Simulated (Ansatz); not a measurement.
# Phonons of Ti (P6_3/mmc, 2 atoms in the cell) against volume, part 2 of 2

Aim: how do the optical modes of Ti (P6_3/mmc, 2 atoms in the cell) move with volume?

Ansatz 0.2.0; DFT LDA, scalar-relativistic, plane waves, PAW; PAW set soft_1.

So far. Step 4 (Tight relaxation): The forces vanish by symmetry and the pressure is 0.000 GPa, within the tolerances set. The cell now holds 16.10 Å³/atom.

## Step 5: Modes at rest

Phonons follow from the second derivative of the energy, found here by linear response.

The modes at rest are the reference of the series.

input.yaml

```yaml
crystal:
  lattice:
    - [2.8635810479, 0.0, 0.0]
    - [-1.431790524, 2.4799339333, 0.0]
    - [0.0, 0.0, 4.5339939756]
  atoms:
    - { symbol: Ti, position: [0.3333333333, 0.6666666667, 0.25] }
    - { symbol: Ti, position: [0.6666666667, 0.3333333333, 0.75] }
kpoints:
  mp_grid: { grid: [18, 18, 12] }
hamiltonian:
  xc: lda
  pseudopotentials: { kind: paw, azcp: { folder: soft_1 }, xc_functional: pbe }
scf:
  occupations: { method: methfessel_paxton, width: 0.2 }
output:
  eigenvalues: true
phonons:
  method: dfpt
```

Started as:

```console
ansatz run input.yaml --threads 4 --pin off --max-ram 10240MiB --backend cpu --events-out ev --progress --plain --runs-dir out
```

Numbers of over 12 decimals in the logs are rounded to 6 here.

Output:

```text
zone centre: on kpoints.mp_grid the ground state, and the responses unless they are solved on pairs of k-points, stand on 637 of the mesh's 3888 k-points, reduced under 4 symmetry operations, with k and −k counted as one. Each operation leaves every solved displacement unchanged or reverses it
[...]
Crystal: 2 atoms, lattice volume = 32.198 Å³
Basis set: ecut = 420 eV, 615 PW (Γ), exchange–correlation on 40×40×64 points (8 copies of the dense FFT grid, shifted against one another)
Bands: 16, of which v1, the nominal top of the filled ones, is band 12 counted from 1 (11 counted from 0)
Symmetry: 24 space group operations
k-points: 637 of 3888 (irreducible under 4 space group operations, time reversal used)
[...]
SCF iter   1: F=—  HF=-4901.027457 eV  |F-HF|=—  |Δ(HF+E_count)|=         —  Δρ=6.12e-2  dr2=1.19e0  ethr=3.10e-3  ⟨swp⟩=4.4  Hψ=90035  notcnv=0
automatic band count: the SCF goes on with 20 bands, as 16 were too few: they end inside the smearing window of the response
[...]
SCF iter   2: F=—  HF=-4900.749182 eV  |F-HF|=—  |Δ(HF+E_count)|=   2.78e-1  S|Δr|=    0.00e0  Δρ=3.45e-2  dr2=4.00e-1  ethr=3.10e-3  ⟨swp⟩=2.0  Hψ=21441  notcnv=0  defer=893
[...]
SCF iter   8: F=-4900.615617 eV  HF=-4900.615617 eV  |F-HF|=0.00e0  |Δ(HF+E_count)|=  8.28e-11  S|Δr|=    0.00e0  Δρ=2.36e-8  dr2=6.42e-14  ethr=1.00e-12  ⟨swp⟩=8.8  Hψ=50232  notcnv=0
SCF 1 converged in 8 iterations: F = -4900.615617 eV  dr2 = 6.42e-14
[...]
DFPT response loops at Γ: preconditioner auto → Kerker (q_TF=auto, 2.598 Å⁻¹) (partly filled bands, converged f_vac=0.000); β = 1.00, the filter's whole step (`scf.mixing.beta` (0.50) is not read by the response loops under this deck's `scf.mixing.preconditioner`; to damp them name `kerker` or `kerker_dos`, under which they read `scf.mixing.beta`, and type it under 1.00, their step now; both keys bind the ground state too); Broyden in place of MSR1
SCF converged after 8 iterations
[...]
Free energy (F): -4900.615617 eV
[...]
Internal energy: -4900.619309 eV  (E = F + TS)
E sigma→0 (E₀):  -4900.616540 eV
Entropy (-TS):   0.003692 eV (1.846 meV/atom)
Fermi energy:    14.207289 eV
[...]
--- Band table (eV; the first three rows and the last of 637) ---
  k-point 0: bands = [... 8 lower, 7.9338, 11.3320, 14.9805, 14.9805, 15.1248, 15.2893, 15.5401, 15.5401, ... 4 higher]
  k-point 1: bands = [... 8 lower, 7.9970, 11.3148, 14.9453, 14.9453, 15.0888, 15.1654, 15.5030, 15.5030, ... 4 higher]
  k-point 2: bands = [... 8 lower, 8.1838, 11.2483, 14.8607, 14.8731, 14.8731, 14.9850, 15.4024, 15.4024, ... 4 higher]
  k-point 636: bands = [... 8 lower, 12.0796, 12.0796, 13.6017, 13.6017, 14.1166, 14.1166, 15.8506, 15.8506, ... 4 higher]
--- Phonons (Γ-DFPT): 2 representative perturbations + reference, on 637 of 3888 k-points (Σ response iterations 6) ---
  k mesh reduced under 4 symmetry operations, with k and −k counted as one. Each operation leaves every solved displacement unchanged or reverses it
  ASR residual: 9.168e-6 → 0.000e0 eV/Å²; symmetrization residual: 4.185e-10 eV/Å²
  ASR residual per site (eV/Å²): 9.17e-6 9.17e-6
  Γ frequencies (cm⁻¹): 0.00 0.00 0.00 114.11 114.11 202.79
  non-analytic LO–TO correction: not included (Born effective charges unavailable; polar crystals: no LO–TO splitting at Γ)
```

It took 15 s on 4 threads of INTEL XEON PLATINUM 8581C at 2.10GHz (Emerald Rapids), shared host; peak memory 1.5 GiB.

The column dr2 measures how far the density is from self-consistency, as an energy; F and HF (Harris–Foulkes) agree once it is small.

This step gave:

```
sum-rule residual before enforcement                    : 9.17e-6 eV/Å²
point group                                             : 6/mmm
highest optical mode at the zone centre (no LO-TO term) : 202.8 cm⁻¹
lowest optical zone-centre mode                         : 114.1 cm⁻¹
```

Patterns of degenerate modes are one choice out of their space. Modes at Γ:

```
mode  frequency (cm⁻¹)  symmetry
   1               0.0  acoustic
   2               0.0  acoustic
   3               0.0  acoustic
   4             114.1       E2g
   5             114.1       E2g
   6             202.8       B1g
```

Displacements in mode 5 (114.1 cm⁻¹), the largest set to 1:
```
Ti1  1.00  0.00  0.00
Ti2 -1.00  0.00  0.00
```

Displacements in mode 6 (202.8 cm⁻¹), the largest set to 1:
```
Ti1  0.00  0.00  1.00
Ti2  0.00  0.00 -1.00
```

Before it was imposed, the acoustic sum rule was missed by 9.2e-6 eV/Å². Small misses are needed for a sound result but don't prove that mesh and cutoff are converged. The lowest optical mode is real, 114 cm⁻¹.

## Step 6: A member of the series: 1.06 times the volume at rest

The cell is set to 1.06 times the volume at rest, and shape and atoms relax at that volume.

input.yaml, the sections that differ from step 5:

```yaml
crystal:
  lattice:
    - [2.9212203978, 0.0, 0.0]
    - [-1.4606101989, 2.5298510745, 0.0]
    - [0.0, 0.0, 4.6182465443]
  atoms:
    - { symbol: Ti, position: [0.3333333333, 0.6666666667, 0.25] }
    - { symbol: Ti, position: [0.6666666667, 0.3333333333, 0.75] }
output:
  forces: true
  stress: true
  eigenvalues: true
relax:
  adjacent_minimum: "off"
  f_tol: 0.001
  max_steps: 60
  cell: { stress_tol: 0.01, fix: [volume] }
# kpoints, hamiltonian, scf: as in step 5
# phonons: removed
```

Output:

```text
[...]
Crystal: 2 atoms, lattice volume = 34.130 Å³
Basis set: ecut = 420 eV, 687 PW (Γ)
Bands: 16, of which v1, the nominal top of the filled ones, is band 12 counted from 1 (11 counted from 0)
Symmetry: 24 space group operations
[...]
k-points: 259 of 3888
[...]
k-point 258: bands = [... 8 lower, 11.9966, 11.9966, 12.1304, 12.1304, 13.0695, 13.0695, 14.9319, 14.9319]
--- Relaxed structure (2 steps of the walk, 2 accepted, 1 SCFs on fresh bases) ---
[...]
cell:  # Å, volume = 34.1300 Å³
    - [2.921926, 0.0, 0]
    - [-1.460963, 2.530463, 0]
    - [0, 0, 4.616015]
  atoms:
    - { symbol: Ti, position: [0.333333, 0.666667, 0.250000] }
    - { symbol: Ti, position: [0.666667, 0.333333, 0.750000] }
[key lines of the parts left out:]
SCF converged after 3 iterations
Free energy (F): -4900.573448 eV
Fermi energy:    13.261056 eV
P = ⅓ Tr σ = -6.6941 GPa (-66.941 kbar)
```

The job ended after 3.1 s (4 threads; peak memory 0.51 GiB).

Little changed from the start: no atom moved by 0.005 Å and no cell edge by 0.1 %.

This step gave:

- pressure: -6.694 GPa
- volume per atom: 17.07 Å³

The forces vanish by symmetry, at a pressure of -6.69 GPa.

## Step 7: Modes of this member: 1.06 times the volume at rest

The zone-centre modes follow for 1.06 times the volume at rest.

input.yaml, the sections that differ from step 6:

```yaml
crystal:
  lattice:
    - [2.9219264755, 0.0, 0.0]
    - [-1.4609632377, 2.5304625558, 0.0]
    - [0.0, 0.0, 4.6160148338]
  atoms:
    - { symbol: Ti, position: [0.3333333333, 0.6666666667, 0.25] }
    - { symbol: Ti, position: [0.6666666667, 0.3333333333, 0.75] }
output:
  eigenvalues: true
phonons:
  method: dfpt
# kpoints, hamiltonian, scf: as in step 6
# relax: removed
```

Output:

```text
[...]
Crystal: 2 atoms, lattice volume = 34.130 Å³
Basis set: ecut = 420 eV, 687 PW (Γ), exchange–correlation on 40×40×64 points (8 copies of the dense FFT grid, shifted against one another)
Bands: 16, of which v1, the nominal top of the filled ones, is band 12 counted from 1 (11 counted from 0)
Symmetry: 24 space group operations
k-points: 637 of 3888 (irreducible under 4 space group operations, time reversal used)
[...]
SCF iter   1: F=—  HF=-4901.006704 eV  |F-HF|=—  |Δ(HF+E_count)|=         —  Δρ=6.11e-2  dr2=1.29e0  ethr=3.10e-3  ⟨swp⟩=4.4  Hψ=89479  notcnv=0
[...]
SCF iter   8: F=-4900.573448 eV  HF=-4900.573448 eV  |F-HF|=9.09e-13  |Δ(HF+E_count)|=  1.38e-10  S|Δr|=    0.00e0  Δρ=2.98e-8  dr2=1.21e-13  ethr=1.00e-12  ⟨swp⟩=8.8  Hψ=50921  notcnv=0
SCF 1 converged in 8 iterations: F = -4900.573448 eV  dr2 = 1.21e-13
[...]
SCF converged after 8 iterations
[...]
Free energy (F): -4900.573448 eV
[...]
Internal energy: -4900.577979 eV  (E = F + TS)
E sigma→0 (E₀):  -4900.574581 eV
Entropy (-TS):   0.004531 eV (2.266 meV/atom)
Fermi energy:    13.261056 eV
[...]
--- Band table (eV; the first three rows and the last of 637) ---
  k-point 0: bands = [... 8 lower, 7.1015, 10.5344, 14.0045, 14.0045, 14.1497, 14.1849, 14.5217, 14.5217, ... 4 higher]
  k-point 1: bands = [... 8 lower, 7.1615, 10.5110, 13.9707, 13.9707, 14.0699, 14.1161, 14.4871, 14.4871, ... 4 higher]
  k-point 2: bands = [... 8 lower, 7.3392, 10.4257, 13.7918, 13.9017, 13.9017, 14.0194, 14.3933, 14.3933, ... 4 higher]
  k-point 636: bands = [... 8 lower, 11.2347, 11.2347, 12.6843, 12.6843, 13.1606, 13.1606, 14.8087, 14.8087, ... 4 higher]
[...]
ASR residual: 9.110e-6 → 0.000e0 eV/Å²; symmetrization residual: 3.932e-10 eV/Å²
  ASR residual per site (eV/Å²): 9.11e-6 9.11e-6
  Γ frequencies (cm⁻¹): 0.00 0.00 0.00 120.04 120.04 164.93
[...]
```

The job ended after 16 s (4 threads; peak memory 1.5 GiB).

Numbers from this step:

```
sum-rule residual before enforcement                    : 9.11e-6 eV/Å²
highest optical mode at the zone centre (no LO-TO term) : 164.9 cm⁻¹
lowest optical zone-centre mode                         : 120.0 cm⁻¹
```

Patterns of degenerate modes are one choice out of their space. Modes at Γ:

```
mode  frequency (cm⁻¹)  symmetry
   1               0.0  acoustic
   2               0.0  acoustic
   3               0.0  acoustic
   4             120.0       E2g
   5             120.0       E2g
   6             164.9       B1g
```

Displacements in mode 4 (120.0 cm⁻¹), the largest set to 1:
```
Ti1  1.00  0.00  0.00
Ti2 -1.00  0.00  0.00
```

Displacements in mode 6 (164.9 cm⁻¹), the largest set to 1:
```
Ti1  0.00  0.00  1.00
Ti2  0.00  0.00 -1.00
```

The lowest optical mode is real, 120 cm⁻¹, and the highest lies at 164.9 cm⁻¹.

Between step 5 and this run (volume ratio 1.06) the value for the highest optical mode at the zone centre (no LO-TO term) moves from 203 cm⁻¹ to 165 cm⁻¹ (-19 %).

## Step 8: Relaxation of a member: 0.9 times the volume at rest

The cell is set to 0.9 times the volume at rest, and shape and atoms relax at that volume.

input.yaml, the sections that differ from step 7:

```yaml
crystal:
  lattice:
    - [2.7609761953, 0.0, 0.0]
    - [-1.3804880976, 2.3910755244, 0.0]
    - [0.0, 0.0, 4.38952051]
  atoms:
    - { symbol: Ti, position: [0.3333333333, 0.6666666667, 0.25] }
    - { symbol: Ti, position: [0.6666666667, 0.3333333333, 0.75] }
output:
  forces: true
  stress: true
  eigenvalues: true
relax:
  adjacent_minimum: "off"
  f_tol: 0.001
  max_steps: 60
  cell: { stress_tol: 0.01, fix: [volume] }
# kpoints, hamiltonian, scf: as in step 7
# phonons: removed
```

Output:

```text
[...]
Crystal: 2 atoms, lattice volume = 28.978 Å³
Basis set: ecut = 420 eV, 573 PW (Γ)
Bands: 16, of which v1, the nominal top of the filled ones, is band 12 counted from 1 (11 counted from 0)
Symmetry: 24 space group operations
[...]
k-points: 259 of 3888
[...]
k-point 258: bands = [... 8 lower, 14.5464, 14.5464, 14.6634, 14.6634, 15.9610, 15.9610, 17.9920, 17.9920]
--- Relaxed structure (3 steps of the walk, 3 accepted, 1 SCFs on fresh bases) ---
[...]
cell:  # Å, volume = 28.9783 Å³
    - [2.759617, -2.8853275844560863e-11, 0.0]
    - [-1.379808, 2.389898, 0.0]
    - [0.0, 0.0, 4.393846]
  atoms:
    - { symbol: Ti, position: [0.333333, 0.666667, 0.25] }
    - { symbol: Ti, position: [0.666667, 0.333333, 0.75] }
[key lines of the parts left out:]
SCF converged after 4 iterations
Free energy (F): -4900.466471 eV
Fermi energy:    16.045023 eV
P = ⅓ Tr σ = 16.0212 GPa (160.212 kbar)
```

It took 6.5 s on 4 threads; peak memory 0.49 GiB; 21 s of CPU time.

Little changed from the start: no atom moved by 0.005 Å and no cell edge by 0.1 %.

This step gave:

```
pressure        : 16.02 GPa
volume per atom : 14.49 Å³
```

The forces vanish by symmetry, at a pressure of 16.02 GPa.

## Step 9: Zone-centre modes of the member: 0.9 times the volume at rest

The zone-centre modes follow for 0.9 times the volume at rest.

input.yaml, the sections that differ from step 8:

```yaml
crystal:
  lattice:
    - [2.7596169948, 0.0, 0.0]
    - [-1.3798084974, 2.3898984222, 0.0]
    - [0.0, 0.0, 4.3938455362]
  atoms:
    - { symbol: Ti, position: [0.3333333333, 0.6666666667, 0.25] }
    - { symbol: Ti, position: [0.6666666667, 0.3333333333, 0.75] }
output:
  eigenvalues: true
phonons:
  method: dfpt
# kpoints, hamiltonian, scf: as in step 8
# relax: removed
```

Output:

```text
[...]
Crystal: 2 atoms, lattice volume = 28.978 Å³
Basis set: ecut = 420 eV, 573 PW (Γ), exchange–correlation on 40×40×60 points (8 copies of the dense FFT grid, shifted against one another)
Bands: 16, of which v1, the nominal top of the filled ones, is band 12 counted from 1 (11 counted from 0)
Symmetry: 24 space group operations
k-points: 637 of 3888 (irreducible under 4 space group operations, time reversal used)
[...]
k-point 2: bands = [... 8 lower, 9.8874, 12.8511, 16.7475, 16.7475, 16.8303, 16.9792, 17.3472, 17.3472, ... 4 higher]
  k-point 636: bands = [... 8 lower, 13.7165, 13.7165, 15.3764, 15.3764, 15.9952, 15.9952, 17.8619, 17.8619, ... 4 higher]
[...]
ASR residual: 1.754e-5 → 0.000e0 eV/Å²; symmetrization residual: 5.580e-13 eV/Å²
  ASR residual per site (eV/Å²): 1.75e-5 1.75e-5
  Γ frequencies (cm⁻¹): 0.00 0.00 0.00 88.15 88.15 266.93
[...]
[key lines of the parts left out:]
SCF converged after 8 iterations
Free energy (F): -4900.466472 eV
Fermi energy:    16.045023 eV
```

It took 15 s on 4 threads; peak memory 1.4 GiB; 52 s of CPU time.

Numbers from this step:

- sum-rule residual before enforcement: 1.75e-5 eV/Å²
- highest optical mode at the zone centre (no LO-TO term): 266.9 cm⁻¹
- lowest optical zone-centre mode: 88.15 cm⁻¹

Patterns of degenerate modes are one choice out of their space. Modes at Γ:

| mode | frequency (cm⁻¹) | symmetry |
| --- | --- | --- |
| 1 | 0.0 | acoustic |
| 2 | 0.0 | acoustic |
| 3 | 0.0 | acoustic |
| 4 | 88.2 | E2g |
| 5 | 88.2 | E2g |
| 6 | 266.9 | B1g |

Displacements in mode 4 (88.2 cm⁻¹), the largest set to 1:
```
Ti1  1.00  0.00  0.00
Ti2 -1.00  0.00  0.00
```

Displacements in mode 6 (266.9 cm⁻¹), the largest set to 1:
```
Ti1  0.00  0.00 -1.00
Ti2  0.00  0.00  1.00
```

The lowest optical mode is real, 88.2 cm⁻¹, and the highest lies at 266.9 cm⁻¹.

For the highest optical mode at the zone centre (no LO-TO term), step 5 gave 203 cm⁻¹; this run, with volume ratio 0.9, gives 267 cm⁻¹ (+32 %).

## Step 10: All members side by side

The members are set side by side, also those not shown above.

Each row is one cell with its response, relaxed at fixed volume as far as symmetry leaves anything free; energies are extrapolated to zero smearing, and E0 is that at rest; shape and atoms are relaxed in each cell where symmetry leaves them free; all runs use 18×18×12 k points and Methfessel-Paxton smearing of 0.2 eV. State of the crystal along the series:

```csv
volume ratio,V (Å³/atom),pressure (GPa),E - E0 (meV/atom),first cell vector (Å),third cell vector (Å)
0.9,14.49,16.02,74.81,2.76,4.394
0.92,14.81,12.23,46.43,2.781,4.422
0.94,15.13,8.753,25.35,2.803,4.45
0.96,15.46,5.573,10.96,2.823,4.478
0.98,15.78,2.663,2.677,2.844,4.506
0.99,15.94,1.302,0.6702,2.854,4.52
1,16.1,9.91e-5,0,2.864,4.534
1.02,16.42,-2.434,2.445,2.883,4.561
1.04,16.74,-4.66,9.572,2.903,4.589
1.06,17.07,-6.694,20.98,2.922,4.616
```

Each mode is tracked from rest by its pattern, and modes that stay within 0.3 cm⁻¹ of each other stand once; shape and atoms are relaxed in each cell where symmetry leaves them free; all runs use 18×18×12 k points and Methfessel-Paxton smearing of 0.2 eV. Optical modes along the series:

| V (Å³/atom) | mode 4 E2g (cm⁻¹) | mode 6 B1g (cm⁻¹) |
| --- | --- | --- |
| 14.49 | 88.15 | 266.9 |
| 14.81 | 95.85 | 253.8 |
| 15.13 | 102 | 240.8 |
| 15.46 | 107 | 228.1 |
| 15.78 | 111 | 215.4 |
| 15.94 | 112.6 | 209.1 |
| 16.1 | 114.1 | 202.8 |
| 16.42 | 116.6 | 190.3 |
| 16.74 | 118.6 | 177.6 |
| 17.07 | 120 | 164.9 |

From cubic fits (parabolas where under five rows exist) of ln ω and P against ln V through the rows within about 4 % of rest: γ = −d ln ω / d ln V and dω/dP = γ ω / B. Slopes at rest:

```csv
mode,fitted frequency at rest (cm⁻¹),Grüneisen parameter γ,dω/dP (cm⁻¹/GPa)
mode 4 E2g,114.1,-1.23,-1.1
mode 6 B1g,202.8,3.1,4.94
```

## Step 11: Results

```yaml
members: 10
highest_optical_mode_at_the_zone_centre_no_lo_to_term_at_rest: 202.8 cm⁻¹
bulk_modulus_at_rest: 127 GPa
mode_4_e2g_gamma: -1.23
mode_6_b1g_gamma: 3.10
```

In words: The series spans -6.7 to 16.0 GPa, and the slope at rest gives a bulk modulus of 127 GPa. Among the modes in the table of slopes γ runs from -1.23 (mode 4 E2g) to 3.10 (mode 6 B1g). A negative γ means that the mode softens under pressure. One k mesh and one cutoff serve the ground states and modes of all volumes. These are harmonic frequencies at zero temperature: anharmonic shifts, linewidths and thermal expansion are left out. With no gap, or one that is small against the smearing, the frequencies hang on the k mesh and the smearing, most of all near Kohn anomalies. The PAW files were made for PBE; the program adapts parts of them to the functional of the run, but their partial waves stay those of PBE, an approximation that was not tested in this session. Only the zone centre was solved, so an instability at another wavevector cannot show here.

[Logs are printed without paths, hosts, clocks, repeated set-up lines and the standing remarks that a program may print on its own settings, such as how far it seeks lower states.]

[Hosts, paths, dates, database ids (printed as entryN), source tags and the programs' standing remarks are cut or masked in the printed files.]
